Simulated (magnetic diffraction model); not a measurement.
# Which magnetic order? Rb2TlVBr6

Space group Fm-3m (no. 225), a = 11.2420 Å.

| site | atom | x | y | z |
| --- | --- | --- | --- | --- |
| 4b | Tl | 1/2 | 0 | 0 |
| 8c | Rb | 1/4 | 3/4 | 3/4 |
| 24e | Br | 0 | 0 | 0.7641 |
| 4a | V | 0 | 0 | 0 |

The compound is invented for this exercise: a known structure type with other elements, its cell scaled to their sizes and not relaxed.

Only V is taken to order (form factors of V3+); orders and moment sizes are assumed, and not adapted to the symmetry. Radiation: neutrons of λ = 1.594 Å, 3° to 60°; isotropic B of 0.35 Å² (Tl), 0.45 Å² (Rb), 0.42 Å² (Br) and 0.56 Å² (V). Simulated constant-wavelength pattern: nuclear and magnetic terms add, the magnetic one as |2.695 fm × Σ f S⊥ exp(2πi Q·r) exp(−B s²)|², summed over all Q at one angle with the factor 1/(sin²θ cos θ). For collinear order S is the moment m, which repeats by lattice and centring translations R with the sign exp(−2πi k·R). Free-ion form factors, Sears's scattering lengths of 1992, no absorption; a label names one of the reflections at its angle. The strongest nuclear line in the range is 100, and lines under 0.2 are left out.

Above the ordering temperature:

| 2θ (°) | index | I |
| --- | --- | --- |
| 14.11 | (1 1 1) | 5.5 |
| 16.30 | (2 0 0) | 6.5 |
| 23.14 | (2 2 0) | 9.0 |
| 27.20 | (3 1 1) | 15.8 |
| 28.43 | (2 2 2) | 95.4 |
| 32.95 | (4 0 0) | 100.0 |
| 36.00 | (3 3 1) | 19.8 |
| 36.97 | (4 2 0) | 4.3 |
| 40.65 | (4 2 2) | 5.1 |
| 43.23 | (3 3 3) | 8.2 |
| 47.29 | (4 4 0) | 99.2 |
| 49.60 | (5 3 1) | 3.2 |
| 50.35 | (6 0 0) | 3.0 |
| 53.28 | (6 2 0) | 5.2 |
| 55.41 | (5 3 3) | 4.4 |
| 56.10 | (6 2 2) | 75.3 |
| 58.84 | (4 4 4) | 43.9 |

Below it (cell unchanged):

```csv
2θ (°),I
14.11,7.9
16.30,7.8
23.14,10.1
27.20,17.2
28.43,95.8
32.95,100.2
36.00,20.3
36.97,4.8
40.65,5.4
43.23,8.5
47.29,99.3
49.60,3.5
50.35,3.2
53.28,5.3
55.41,4.5
56.10,75.4
58.84,44.0
```

**Question.** Find the propagation vector, then choose among these models:
A. collinear moments along [100], 1.78 μB on V
B. collinear moments along [010], 1.78 μB on V
C. collinear moments along [001], 1.78 μB on V

No line moves, and magnetic intensity falls on nuclear lines such as the one at 14.11°, so the magnetic cell equals the chemical primitive cell: k = 0.

Magnetic intensity, observed (below minus above) and for each model:

| 2θ (°) | index | observed | A | B | C |
| --- | --- | --- | --- | --- | --- |
| 14.11 | (1 1 1) | 2.4 | 2.4 | 2.4 | 2.4 |
| 16.30 | (2 0 0) | 1.3 | 1.3 | 1.3 | 1.3 |
| 23.14 | (2 2 0) | 1.1 | 1.1 | 1.1 | 1.1 |
| 27.20 | (3 1 1) | 1.4 | 1.4 | 1.4 | 1.4 |
| 36.00 | (3 3 1) | 0.6 | 0.6 | 0.6 | 0.6 |

Models A, B and C match alike on every line, so these data can't choose among them (such ties are often domains of one structure): a powder sees only the angle between collinear moments and the unique axis of a uniaxial spin configuration, and no direction at all where the configuration is cubic.

The structure used: k = (0 0 0), collinear moments along [010], 1.78 μB on V.

[Logs are printed without paths, hosts, clocks, repeated set-up lines and the standing remarks that a program may print on its own settings, such as how far it seeks lower states.]
